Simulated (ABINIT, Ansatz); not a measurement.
# CdF2 (Fm-3m): G0W0 with ABINIT, start to end, part 2 of 3

Aim: the G0W0 gap of CdF2 (Fm-3m) on PBE, step by step.

ABINIT 10.8.3; PBE and many-body steps on it, plane waves. Known limits of the many-body steps: not at the basis limit; d shell near the gap, gap tends to lie low; no spin-orbit coupling.

So far. Step 2 (Ground state): The gap is indirect, with the least direct gap 0.48 eV higher.

**3. Bands along the symmetry lines**

Level of this step: DFT, PBE, plane waves, norm-conserving pseudopotentials (ABINIT).

The cheap functional maps the bands first; the places of the edges decide which points the dearer methods must see.

run.abi

```
acell 3*1.0 Angstrom
rprim 
  0.000000000000 2.694000000000 2.694000000000
  2.694000000000 -0.000000000000 2.694000000000
  2.694000000000 2.694000000000 -0.000000000000
ntypat 2
znucl 48 9
natom 3
typat 1 2 2
xred 
  0.000000000000 0.000000000000 0.000000000000
  0.250000000000 0.250000000000 0.250000000000
  0.750000000000 0.750000000000 0.750000000000
pp_dirpath "pseudos"
pseudos "Cd.upf, F.upf"
ecut 47
iscf -2
irdden 1
kptopt 0
nkpt 50
kpt 
  0.00000000 0.00000000 0.00000000
  0.06250000 0.00000000 0.06250000
  0.12500000 0.00000000 0.12500000
  0.18750000 0.00000000 0.18750000
  0.25000000 0.00000000 0.25000000
  0.31250000 0.00000000 0.31250000
  0.37500000 0.00000000 0.37500000
  0.43750000 0.00000000 0.43750000
  0.50000000 0.00000000 0.50000000
  0.51562500 0.03125000 0.51562500
  0.53125000 0.06250000 0.53125000
  0.54687500 0.09375000 0.54687500
  0.56250000 0.12500000 0.56250000
  0.57812500 0.15625000 0.57812500
  0.59375000 0.18750000 0.59375000
  0.60937500 0.21875000 0.60937500
  0.62500000 0.25000000 0.62500000
  0.37500000 0.37500000 0.75000000
  0.32812500 0.32812500 0.65625000
  0.28125000 0.28125000 0.56250000
  0.23437500 0.23437500 0.46875000
  0.18750000 0.18750000 0.37500000
  0.14062500 0.14062500 0.28125000
  0.09375000 0.09375000 0.18750000
  0.04687500 0.04687500 0.09375000
  0.00000000 0.00000000 0.00000000
  0.06250000 0.06250000 0.06250000
  0.12500000 0.12500000 0.12500000
  0.18750000 0.18750000 0.18750000
  0.25000000 0.25000000 0.25000000
  0.31250000 0.31250000 0.31250000
  0.37500000 0.37500000 0.37500000
  0.43750000 0.43750000 0.43750000
  0.50000000 0.50000000 0.50000000
  0.50000000 0.46875000 0.53125000
  0.50000000 0.43750000 0.56250000
  0.50000000 0.40625000 0.59375000
  0.50000000 0.37500000 0.62500000
  0.50000000 0.34375000 0.65625000
  0.50000000 0.31250000 0.68750000
  0.50000000 0.28125000 0.71875000
  0.50000000 0.25000000 0.75000000
  0.50000000 0.21875000 0.71875000
  0.50000000 0.18750000 0.68750000
  0.50000000 0.15625000 0.65625000
  0.50000000 0.12500000 0.62500000
  0.50000000 0.09375000 0.59375000
  0.50000000 0.06250000 0.56250000
  0.50000000 0.03125000 0.53125000
  0.50000000 0.00000000 0.50000000
istwfk *1
nband 24
nbdbuf 2
tolwfr 1e-08
nstep 40
prtwf 0
prtvol 0
indata_prefix "in"
outdata_prefix "out"
tmpdata_prefix "tmp"
```

Launch:

```sh
$ OMP_NUM_THREADS=1 mpirun -n 8 abinit run.abi > log
```

Numbers of over 12 decimals in the logs are rounded to 6 here.

What it wrote:

```text
.Version 10.8.3 of ABINIT. v10.8.2 released Aug 2026.

 Symmetries : space group Fm -3 m (#225); Bravais cF (face-center cubic)
[... echo of the input left out ...]
== DATASET  1 ==================================================================
-   mpi_nproc: 8, omp_nthreads: 1 (-1 if OMP is not activated)

--- !DatasetInfo
iteration_state: {dtset: 1, }
dimensions: {natom: 3, nkpt: 50, mband: 24, nsppol: 1, nspinor: 1, nspden: 1, mpw: 4092, }
cutoff_energies: {ecut:  47.0, pawecutdg:  -1.0, }
electrons: {nelect:   3.40000000E+01, charge:   0.00000000E+00, occopt:   1.00000000E+00, tsmear:   1.00000000E-02, }

 Real(R)+Recip(G) space primitive vectors, cartesian coordinates (Bohr,Bohr^-1):
 R(1)=  0.0000000  5.0909222  5.0909222  G(1)= -0.0982140  0.0982140  0.0982140
 R(2)=  5.0909222  0.0000000  5.0909222  G(2)=  0.0982140 -0.0982140  0.0982140
 R(3)=  5.0909222  5.0909222  0.0000000  G(3)=  0.0982140  0.0982140 -0.0982140
 Unit cell volume ucvol=  2.6388784E+02 bohr^3
 Angles (23,13,12)=  6.00000000E+01  6.00000000E+01  6.00000000E+01 degrees

 getcut: wavevector=  0.0000  0.0000  0.0000  ngfft=  48  48  48
         ecut(hartree)=     47.000   => boxcut(ratio)=   2.16031

--- Pseudopotential description ------------------------------------------------
- Cd Generated using ONCVPSP code by D. R. Hamann
- 48.00000  20.00000  171031                  znucl, zion, pspdat
12 -101130 2 -1 1368                          pspcod,pspxc,lmax,lloc,mmax
     nproj     2     2     2
  pspatm : epsatm=   23.16453630
         --- l  ekb(1:nproj) -->
             0   51.917189    3.534234
             1    8.636196    1.282240
             2    0.687672   -0.678465
 pspatm: atomic psp has been read  and splines computed

- F Generated using ONCVPSP code by D. R. Hamann
-  9.00000   7.00000  171031                  znucl, zion, pspdat
12 -101130 2 -1 832                           pspcod,pspxc,lmax,lloc,mmax
     nproj     2     2     1
  pspatm : epsatm=    4.87625608
         --- l  ekb(1:nproj) -->
[...]
2   -2.441503
 pspatm: atomic psp has been read  and splines computed

--------------------------------------------------------------------------------

================================================================================
 prteigrs : about to open file out_EIG
 Non-SCF case, kpt    1 (  0.00000  0.00000  0.00000), residuals and eigenvalues=
  3.62E-09  1.81E-09  3.35E-09  6.19E-09  2.01E-09  4.78E-09  2.07E-09  4.45E-09
  6.24E-09  5.89E-09  2.06E-09  4.32E-09  7.03E-09  6.90E-09  7.38E-09  5.66E-09
  4.69E-09  5.51E-09  1.30E-09  3.34E-09  6.62E-09  4.59E-09  1.26E-06  2.56E-06
 -3.5024E+00 -2.0727E+00 -2.0727E+00 -2.0727E+00 -6.4666E-01 -6.0621E-01
 -9.0304E-02 -9.0304E-02 -9.0304E-02 -4.6198E-02 -4.6198E-02  7.9483E-02
  7.9483E-02  7.9483E-02  9.7004E-02  9.7004E-02  9.7004E-02  2.3002E-01
[...]
Non-SCF case, kpt    2 (  0.06250  0.00000  0.06250), residuals and eigenvalues=
[...]
Non-SCF case, kpt    3 (  0.12500  0.00000  0.12500), residuals and eigenvalues=
[...]
Non-SCF case, kpt   49 (  0.50000  0.03125  0.53125), residuals and eigenvalues=
[...]
Non-SCF case, kpt   50 (  0.50000  0.00000  0.50000), residuals and eigenvalues=
[...]
7.1731E-03  7.1731E-03  9.6579E-02  1.1195E-01  1.1195E-01  4.1054E-01
  4.7198E-01  5.5489E-01  6.4064E-01  6.4064E-01  8.3174E-01  8.9012E-01

--- !ResultsGS
iteration_state: {dtset: 1, }
comment   : Summary of ground state results
lattice_vectors:
- [  0.0000000,   5.0909222,   5.0909222, ]
- [  5.0909222,  -0.0000000,   5.0909222, ]
- [  5.0909222,   5.0909222,  -0.0000000, ]
lattice_lengths: [   7.19965,    7.19965,    7.19965, ]
lattice_angles: [ 60.000,  60.000,  60.000, ] # degrees, (23, 13, 12)
lattice_volume:   2.6388784E+02
convergence: {deltae:  0.000E+00, res2:  0.000E+00, residm:  9.995E-09, diffor:  0.000E+00, }
etotal    :  -2.24713089E+02
entropy   :   0.00000000E+00
fermie    :   1.14494563E-01
cartesian_stress_tensor: null
pressure_GPa: null
xred      :
- [  0.0000E+00,   0.0000E+00,   0.0000E+00, Cd]
- [  2.5000E-01,   2.5000E-01,   2.5000E-01,  F]
- [  7.5000E-01,   7.5000E-01,   7.5000E-01,  F]
cartesian_forces: null
force_length_stats: {min: null, max: null, mean: null, }

 Integrated electronic density in atomic spheres:
 ------------------------------------------------
 Atom  Sphere_radius  Integrated_density
[...]
================================================================================

 ----iterations are completed or convergence reached----

 Mean square residual over all n,k,spin=   43.580E-10; max=  99.950E-10
 reduced coordinates (array xred) for    3 atoms
[...]
0.250000000000      0.250000000000      0.250000000000
       0.750000000000      0.750000000000      0.750000000000

 cartesian coordinates (angstrom) at end:
    1      0.000000     0.000000     0.000000
    2      1.347000     1.347000     1.347000
    3      4.041000     4.041000     4.041000
 length scales=  1.889726125908  1.889726125908  1.889726125908 bohr
              =  1.000000000000  1.000000000000  1.000000000000 angstroms
 prteigrs : about to open file out_EIG
 Eigenvalues (hartree) for nkpt=  50  k points:
 kpt#   1, nband= 24, wtk=  1.00000, kpt=  0.0000  0.0000  0.0000 (reduced coord)
[...]
kpt#   2, nband= 24, wtk=  1.00000, kpt=  0.0625  0.0000  0.0625 (reduced coord)
[...]
kpt#   3, nband= 24, wtk=  1.00000, kpt=  0.1250  0.0000  0.1250 (reduced coord)
[...]
kpt#  49, nband= 24, wtk=  1.00000, kpt=  0.5000  0.0313  0.5313 (reduced coord)
[...]
kpt#  50, nband= 24, wtk=  1.00000, kpt=  0.5000  0.0000  0.5000 (reduced coord)
[...]
-0.05535   -0.04199   -0.03565    0.00218    0.00717    0.00717    0.09658    0.11195
   0.11195    0.41054    0.47198    0.55489    0.64064    0.64064    0.83174    0.89012

== END DATASET(S) ==============================================================
================================================================================

 -outvars: echo values of variables after computation  --------
            nband          24
             nkpt          50
          spgroup         225
 [... the other variables as echoed above ...]

 Calculation completed.
```

It took 11 s on 8 MPI ranks of Arm Neoverse V2, shared host; peak memory 0.59 GiB.

This step gave:

```yaml
gap: 3.124 eV
k_of_the_valence_top: 0.5, 0.25, 0.75
k_of_the_conduction_bottom: 0, 0, 0
least_direct_gap: 3.620 eV
```

The gap is 3.124 eV, −0.020 eV from the run before at this level.

The electronic bands at the labelled points (eV, zero at the top of the highest filled band):

```tsv
point	band 14	band 15	band 16	band 17	band 18	band 19	band 20	band 21
Γ	-0.97	-0.50	-0.50	-0.50	3.12	12.74	12.74	12.74
halfway	-1.83	-0.50	-0.31	-0.31	5.33	10.70	13.59	13.59
X	-2.94	-0.51	-0.09	-0.09	8.04	9.71	11.96	14.30
halfway	-2.67	-0.56	-0.23	-0.12	8.05	10.01	11.76	14.25
U	-2.30	-0.95	-0.35	-0.20	7.99	10.79	11.16	14.50
jump to K	-2.30	-0.95	-0.35	-0.20	7.99	10.79	11.16	14.50
halfway	-1.42	-1.14	-0.44	-0.41	5.62	10.69	13.12	14.00
Γ	-0.97	-0.50	-0.50	-0.50	3.12	12.74	12.74	12.74
halfway	-1.36	-1.12	-0.45	-0.45	4.99	10.84	13.56	13.56
L	-1.83	-1.83	-0.39	-0.39	7.20	9.18	14.53	14.53
halfway	-1.85	-1.49	-0.47	-0.24	7.58	9.86	12.99	13.97
W	-1.52	-1.52	-0.60	0.00	8.10	11.53	11.72	11.72
halfway	-2.48	-0.56	-0.53	-0.04	8.07	10.29	11.71	13.39
X	-2.94	-0.51	-0.09	-0.09	8.04	9.71	11.96	14.30
```

The electronic bands as a text plot (rows in eV, shown from -4.8 to 9.1 only):

```
    8.8 |
    8.3 |            ++++++                              ++++++++
    7.7 |          ++      +                         ++++
    7.1 |         +         ++                  +++++
    6.5 |                     ++               +
    5.9 |       ++                           ++
    5.4 |     ++                +
    4.8 |    +                   ++         +
    4.2 |                          ++      +
    3.6 |  ++                        +   ++
    3.1 |++                           +++
    2.5 |
    1.9 |
    1.3 |
    0.7 |
    0.2 |          *****                                *********
   -0.4 |********************************************************
   -1.0 |****            **     *************              **
   -1.6 |  *****           **********    *******************
   -2.2 |    *****       *****   **         *   ********    *
   -2.7 |       ***********     *            ********   *********
   -3.3 |          *************                     ************
   -3.9 |          ****                          ****          **
   -4.5 |********************************************************
         Γ           X  U|K            Γ         L        W     X
```

**4. Empty states on the mesh, 6×6×6 mesh, 276 bands**

The sums over transitions need many empty states on a uniform mesh; this step solves for them.

run.abi

```
acell 3*1.0 Angstrom
rprim 
  0.000000000000 2.694000000000 2.694000000000
  2.694000000000 -0.000000000000 2.694000000000
  2.694000000000 2.694000000000 -0.000000000000
ntypat 2
znucl 48 9
natom 3
typat 1 2 2
xred 
  0.000000000000 0.000000000000 0.000000000000
  0.250000000000 0.250000000000 0.250000000000
  0.750000000000 0.750000000000 0.750000000000
pp_dirpath "pseudos"
pseudos "Cd.upf, F.upf"
ecut 47
ngkpt 6 6 6
nshiftk 1
shiftk 0 0 0
kptopt 1
chksymbreak 0
irdden 1
istwfk *1
nband 276
prtvol 0
optdriver 6
gwr_task "HDIAGO"
paral_kgb 0
occopt 1
indata_prefix "in"
outdata_prefix "out"
tmpdata_prefix "tmp"
```

What it wrote:

```text
[banner, memory and clock lines left out]
.Version 10.8.3 of ABINIT. v10.8.2 released Aug 2026.

 Symmetries : space group Fm -3 m (#225); Bravais cF (face-center cubic)
[... echo of the input left out ...]
== DATASET  1 ==================================================================
-   mpi_nproc: 8, omp_nthreads: 1 (-1 if OMP is not activated)

--- !DatasetInfo
iteration_state: {dtset: 1, }
dimensions: {natom: 3, nkpt: 16, mband: 276, nsppol: 1, nspinor: 1, nspden: 1, mpw: 4092, }
cutoff_energies: {ecut:  47.0, pawecutdg:  -1.0, }
electrons: {nelect:   3.40000000E+01, charge:   0.00000000E+00, occopt:   1.00000000E+00, tsmear:   1.00000000E-02, }

.Using double precision arithmetic; gwpc =  8

- Reading GS density from: in_DEN

--- Pseudopotential description ------------------------------------------------
- Cd Generated using ONCVPSP code by D. R. Hamann
- 48.00000  20.00000  171031                  znucl, zion, pspdat
12 -101130 2 -1 1368                          pspcod,pspxc,lmax,lloc,mmax
     nproj     2     2     2
  pspatm : epsatm=   23.16453630
         --- l  ekb(1:nproj) -->
             0   51.917189    3.534234
             1    8.636196    1.282240
             2    0.687672   -0.678465
 pspatm: atomic psp has been read  and splines computed

- F Generated using ONCVPSP code by D. R. Hamann
-  9.00000   7.00000  171031                  znucl, zion, pspdat
12 -101130 2 -1 832                           pspcod,pspxc,lmax,lloc,mmax
     nproj     2     2     1
  pspatm : epsatm=    4.87625608
         --- l  ekb(1:nproj) -->
             0    6.519403    1.070094
             1   -3.955629   -1.291931
             2   -2.441503
 pspatm: atomic psp has been read  and splines computed

   1.11917965E+03                                ecore*ucvol(ha*bohr**3)

 Total charge density [el/Bohr^3]
)     Maximum=    2.5481E+00  at reduced coord.    0.1042    0.9375    0.9583
)     Minimum=    9.5768E-04  at reduced coord.    0.5000    0.5000    0.5000
   Integrated=    3.4000E+01

 === KS gaps after direct diagonalization ===
 Indirect band gap semiconductor
 Fundamental gap:     3.143 (eV)
   VBM:     3.116 (eV) at k: [-3.3333E-01,  5.0000E-01,  1.6667E-01]
   CBM:     6.259 (eV) at k: [ 0.0000E+00,  0.0000E+00,  0.0000E+00]
 Direct gap:         3.619 (eV) at k: [ 0.0000E+00,  0.0000E+00,  0.0000E+00]

== END DATASET(S) ==============================================================

 -outvars: echo values of variables after computation  --------
           etotal      0.0000000000E+00
            nband         276
             nkpt          16
          spgroup         225
 [... the other variables as echoed above ...]

 Calculation completed.
```

Elapsed: 86 s, on 8 MPI ranks; peak memory 7.6 GiB; 11 min of CPU time.

This step gave:

```
gap                                                           : 3.143 eV
k of the valence top                                          : -0.3333, 0.5, 0.1667
k of the conduction bottom                                    : 0, 0, 0
least direct gap                                              : 3.619 eV
k points computed                                             : 16
lowest point of the top converged band, above the valence top : 189.8734 eV
```

On this mesh the gap is 3.143 eV.

**5. Screening, 6×6×6 mesh, 268 bands, screening to 272.1 eV**

The RPA dielectric matrix is built and inverted for each q.

This step: RPA screening on PBE, plane waves, norm-conserving pseudopotentials.

run.abi: that of step 4 with these lines changed.

```diff
@@ -21,10 +21,11 @@
 chksymbreak 0
-irdden 1
 istwfk *1
-nband 276
-prtvol 0
-optdriver 6
-gwr_task "HDIAGO"
-paral_kgb 0
 occopt 1
+irdwfk 1
+optdriver 3
+nband 268
+ecuteps 10
+inclvkb 2
+awtr 1
+symchi 1
 indata_prefix "in"
```

What it wrote:

```text
.Version 10.8.3 of ABINIT. v10.8.2 released Aug 2026.

 Symmetries : space group Fm -3 m (#225); Bravais cF (face-center cubic)
[... echo of the input left out ...]
== DATASET  1 ==================================================================
-   mpi_nproc: 8, omp_nthreads: 1 (-1 if OMP is not activated)

--- !DatasetInfo
iteration_state: {dtset: 1, }
dimensions: {natom: 3, nkpt: 16, mband: 268, nsppol: 1, nspinor: 1, nspden: 1, mpw: 4092, }
cutoff_energies: {ecut:  47.0, pawecutdg:  -1.0, }
electrons: {nelect:   3.40000000E+01, charge:   0.00000000E+00, occopt:   1.00000000E+00, tsmear:   1.00000000E-02, }

 SCREENING: Calculation of the susceptibility and dielectric matrices

 Based on a program developped by R.W. Godby, V. Olevano, G. Onida, and L. Reining.
 Incorporated in ABINIT by V. Olevano, G.-M. Rignanese, and M. Torrent.
.Using double precision arithmetic ; gwpc =  8

[... cell and pseudopotentials left out ...]
--------------------------------------------------------------------------------

 ==== K-mesh for the wavefunctions ====
 Number of points in the irreducible wedge :    16
[... list of points left out ...]
 Together with 48 symmetry operations and time-reversal symmetry
 yields   216 points in the full Brillouin Zone.

 ==== Q-mesh for the screening function ====
 Number of points in the irreducible wedge :    16
[... list of points left out ...]
 Together with 48 symmetry operations and time-reversal symmetry
 yields   216 points in the full Brillouin Zone.

 setmesh: FFT mesh size selected  =    36x   36x   36
          total number of points  =        46656

 vcoul_init : cutoff-mode = AUXILIARY_FUNCTION
 q-points for optical limit:   1
     1)      0.000010    0.000020    0.000030

- screening: taking advantage of time-reversal symmetry
- Maximum band index for partially occupied states nbvw = 17
- Remaining bands to be divided among processors   nbcw = 251
- Number of bands treated by each node ~31

 Number of electrons calculated from density =   34.0000; Expected =   34.0000
 average of density, n =  0.128843
 r_s =    1.2282
 omega_plasma =   34.6246 [eV]

 calculating chi0 at frequencies [eV] :
  1    0.000000E+00    0.000000E+00
  2    0.000000E+00    3.462465E+01

--------------------------------------------------------------------------------
  q-point number  1        q = ( 0.000000, 0.000000, 0.000000) [r.l.u.]
--------------------------------------------------------------------------------
[... chi0 elements left out ...]
 For q-point:  0.000010 0.000020 0.000030
  dielectric constant =   2.7285
  dielectric constant without local fields =   2.9074

  Average fulfillment of the sum rule on Im[epsilon] for q-point    1 :     83.99  [%]
[... wings left out ...]
  q-point number  2        q = ( 0.166667, 0.000000, 0.000000) [r.l.u.]
--------------------------------------------------------------------------------
[... chi0 elements left out ...]
  Average fulfillment of the sum rule on Im[epsilon] for q-point    2 :     92.84  [%]

 [... 14 further q-points ...]
```

Elapsed: 12 min, on 8 MPI ranks; peak memory 6.3 GiB.

Numbers from this step:

```
ε∞ with local fields, on this mesh, along the program's q direction : 2.728
the same without local fields                                       : 2.907
plasma frequency                                                    : 34.62 eV
plane waves in the screening matrix                                 : 411
```

Local fields lower ε∞ by 6 %.

(Continued in part 3 of 3.)

[Paths, hosts, dates, memory and timing lines, banners, echoed tables and standing remarks are left out of the program output.]

[Logs are printed without paths, hosts, clocks, repeated set-up lines and the standing remarks that a program may print on its own settings, such as how far it seeks lower states.]

[Runs of the session that timed out or met a known fault of the program may be left out.]

[Hosts, paths, dates, database ids (printed as entryN), source tags and the programs' standing remarks are cut or masked in the printed files.]

[G0W0 gaps are taken among the corrected bands and points alone; a level outside them can change the order at an edge.]

[Where Ansatz stands beside ABINIT at settings called matched, ABINIT's density can come from a denser mesh and the files from another edition; pairs whose starting gaps differed by over 0.03 eV were left out, so agreement reads better than it is.]
